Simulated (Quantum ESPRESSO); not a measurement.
# Cr (Chromium): parallel and opposed starts, part 2 of 2

Aim: find out which collinear order of Cr (Chromium) costs least.

Quantum ESPRESSO 7.5; PBE; plane waves with GBRV 1.5 PBE potentials, no spin-orbit coupling.

So far: Starting point; Run 1, typed as ferro +; Run 2 (antiferro q=(0,0,1/2) +−).

## 3. Run 2 (antiferro q=(0,0,1/2) +−) (continued)

Valence density in the ac plane at fractional y = 0.000, with atoms of Cr within 0.2 Å of it. It is the smooth field of the valence electrons, not physical close to the nuclei.

Values in e/Å³, 24 rows by 14 columns, each cell a mean:
```
13 14  7  3  1  0  0  0  0  1  3  9 14 12
11  7  3  1  1  0  0  0  0  1  2  6 10 13
 4  2  1  1  0  0  0  0  0  1  1  3  4  5
 1  1  0  0  0  0  0  0  0  0  1  1  1  1
 0  0  0  0  0  0  0  0  0  0  0  0  1  1
 0  0  0  0  0  0  0  0  0  0  0  0  0  0
 0  0  0  0  0  0  0  0  0  0  0  0  0  0
 1  1  1  1  0  0  0  0  0  0  0  0  0  1
 4  4  3  2  1  0  0  0  0  0  0  1  1  2
11 11  8  4  1  1  0  0  0  0  1  2  4  8
11 14 12  6  2  1  0  0  0  1  1  4 10 13
 4 13 12  5  2  1  0  0  0  1  2  7 14  9
11 13  8  3  1  0  0  0  0  1  3  8 14 12
11  7  3  1  1  0  0  0  0  1  2  6 10 12
 4  2  1  1  0  0  0  0  0  1  1  3  4  5
 1  1  0  0  0  0  0  0  0  0  1  1  1  1
 0  0  0  0  0  0  0  0  0  0  0  0  0  0
 0  0  0  0  0  0  0  0  0  0  0  0  0  0
 0  1  0  0  0  0  0  0  0  0  0  0  0  0
 1  1  1  1  1  0  0  0  0  0  0  0  1  1
 4  4  3  2  1  0  0  0  0  0  0  1  1  2
11 11  8  4  1  1  0  0  0  0  1  2  4  8
12 13 12  6  2  1  0  0  0  1  1  4 10 14
 1 12 12  5  2  1  0  0  0  1  2  8 14  8
```
Columns run along a (2.5 Å), rows up along c (5.0 Å). Atoms in or near the plane, at fractional coordinates: Cr at (0.00, 0.00), Cr at (0.00, 0.50).

## 4. Start 3: antiferro q=(1/2,1/2,1/2) +−

The cell is doubled to 2 atoms to hold this order.

Input file pw.in:

```
&CONTROL
  calculation = 'scf'
  prefix = 'pwscf'
  outdir = './tmp'
  pseudo_dir = './pseudo'
  disk_io = 'nowf'
/
&SYSTEM
  ibrav = 0
  celldm(1) = 8
  nat = 2
  ntyp = 2
  ecutwfc = 40
  ecutrho = 280
  nbnd = 21
  occupations = 'smearing'
  smearing = 'fd'
  degauss = 0.00367493
  nspin = 2
  starting_magnetization(1) = 0.1786
  starting_magnetization(2) = -0.1786
/
&ELECTRONS
  conv_thr = 4d-09
  electron_maxstep = 150
  mixing_beta = 0.3
/
ATOMIC_SPECIES
Cr1    51.9961 cr_pbe_v1.5.uspp.F.UPF
Cr2    51.9961 cr_pbe_v1.5.uspp.F.UPF
CELL_PARAMETERS alat
  -0.6812226463510    0.6812226463510    0.6812226463510
   0.0000000000000    0.0000000000000    0.6812226463510
   0.0000000000000    0.6812226463510    0.0000000000000
ATOMIC_POSITIONS crystal
Cr1     0.0000000000    0.0000000000    0.0000000000
Cr2     0.5000000000    0.0000000000    0.0000000000
K_POINTS automatic
8 16 16 0 0 0
```

Launch:

```sh
$ OMP_NUM_THREADS=1 mpirun -n 4 pw.x -nk 4 -in pw.in > pw.out
```

Output:

```text
     [... lines left out ...]
Program PWSCF v.7.5 starts
     [... lines left out ...]
     number of atoms/cell      =            2
     [... lines left out ...]
     number of electrons       =        28.00
     number of Kohn-Sham states=           21
     kinetic-energy cutoff     =      40.0000  Ry
     charge density cutoff     =     280.0000  Ry
     scf convergence threshold =      4.0E-09
     [... lines left out ...]
     48 Sym. Ops., with inversion, found
     [... lines left out ...]
     number of k points=    85  Fermi-Dirac smearing, width (Ry)=  0.0037
     [... lines left out ...]
     iteration # 16     ecut=    40.00 Ry     beta= 0.30
     [... lines left out ...]
     Magnetic moment per site  (integrated on atomic sphere of radius R)
     atom   1 (R=0.243)  charge= 12.2555  magn=  1.2134
     atom   2 (R=0.243)  charge= 12.2555  magn= -1.2134
     [... lines left out ...]
     the Fermi energy is    18.6188 ev
!    total energy              =    -350.98920811 Ry
     estimated scf accuracy    <          1.3E-10 Ry
     smearing contrib. (-TS)   =      -0.00038928 Ry
     [... lines left out ...]
     total magnetization       =     0.00 Bohr mag/cell
     absolute magnetization    =     2.60 Bohr mag/cell
     convergence has been achieved in  16 iterations
```

Wall time 16 s (4 MPI ranks of AMD EPYC 7R13 (Zen 3), shared host); peak memory 0.33 GiB; 62 s of CPU time.

Spin moment in the atom's sphere by atom:

```
atom  spin moment in the atom's sphere (μB)
 Cr1                                   1.21
 Cr2                                  -1.21
```

Read from the output:

```
smearing term TS       : 0.005296 eV
magnetization          : 0 μB
absolute magnetization : 2.604 μB
final state            : antiferromagnetic
```

## 5. Run 4 (no spin polarisation)

Input file pw.in:

```
&CONTROL
  calculation = 'scf'
  prefix = 'pwscf'
  outdir = './tmp'
  pseudo_dir = './pseudo'
  disk_io = 'nowf'
/
&SYSTEM
  ibrav = 0
  celldm(1) = 8
  nat = 1
  ntyp = 1
  ecutwfc = 40
  ecutrho = 280
  nbnd = 13
  occupations = 'smearing'
  smearing = 'fd'
  degauss = 0.00367493
/
&ELECTRONS
  conv_thr = 2d-09
  electron_maxstep = 150
  mixing_beta = 0.3
/
ATOMIC_SPECIES
Cr     51.9961 cr_pbe_v1.5.uspp.F.UPF
CELL_PARAMETERS alat
  -0.3406113231755    0.3406113231755    0.3406113231755
   0.3406113231755   -0.3406113231755    0.3406113231755
   0.3406113231755    0.3406113231755   -0.3406113231755
ATOMIC_POSITIONS crystal
Cr      0.0000000000    0.0000000000    0.0000000000
K_POINTS automatic
16 16 16 0 0 0
```

Output:

```text
     [... lines left out ...]
Program PWSCF v.7.5 starts
     [... lines left out ...]
     number of atoms/cell      =            1
     [... lines left out ...]
     number of electrons       =        14.00
     number of Kohn-Sham states=           13
     kinetic-energy cutoff     =      40.0000  Ry
     charge density cutoff     =     280.0000  Ry
     scf convergence threshold =      2.0E-09
     [... lines left out ...]
     48 Sym. Ops., with inversion, found
     [... lines left out ...]
     number of k points=   145  Fermi-Dirac smearing, width (Ry)=  0.0037
     [... lines left out ...]
     iteration # 10     ecut=    40.00 Ry     beta= 0.30
     [... lines left out ...]
     the Fermi energy is    18.6279 ev
!    total energy              =    -175.49273554 Ry
     estimated scf accuracy    <          1.1E-09 Ry
     smearing contrib. (-TS)   =      -0.00040241 Ry
     [... lines left out ...]
     convergence has been achieved in  10 iterations
```

It took 2.8 s on 4 MPI ranks; peak memory 0.23 GiB.

This step gave:

```
smearing term TS : 0.005475 eV
final state      : non-magnetic (no spin polarisation)
```

## 6. The states side by side

An order is kept where moments of 0.15 μB or more survive with the typed signs; meshes match where a doubled cell samples the same k points as the first cell.

Orders:

```
                       start        final state  typed order kept  energy over the lowest (meV a seeded atom)  largest site moment (μB)  net moment (μB a cell of the first run)  mesh matched  CPU time (s)
                     ferro +       non-magnetic                no                                       25.44                         0                                        0           yes         19.69
    antiferro q=(0,0,1/2) +-       non-magnetic                no                                       25.44                         0                                        0           yes         143.7
antiferro q=(1/2,1/2,1/2) +-  antiferromagnetic               yes                                           0                     1.213                                        0           yes         61.63
        no spin polarisation       non-magnetic                 -                                       25.42                         0                                        0           yes         10.15
```

## 7. What came out

```yaml
lowest_state_found: antiferromagnetic (from antiferro q=(1/2,1/2,1/2) +-)
largest_site_moment: 1.21 μB
state_without_moments: 25.4 meV a seeded atom higher
```

**Reading.** At this level spin polarisation gains little. 2 starts lost their moments. This is the lowest of 4 collinear or spinless starts, no proof of the ground state.

[Logs and program files are shortened in this print: banners, set-up blocks, solver, clock and traceback lines can be left out without a mark of their own.]

[Logs are printed without paths, hosts, clocks, repeated set-up lines and the standing remarks that a program may print on its own settings, such as how far it seeks lower states.]

[Hosts, paths, dates, database ids (printed as entryN), source tags and the programs' standing remarks are cut or masked in the printed files.]

[Where a cell is said to come from a database of computed structures, the database is the Materials Project.]
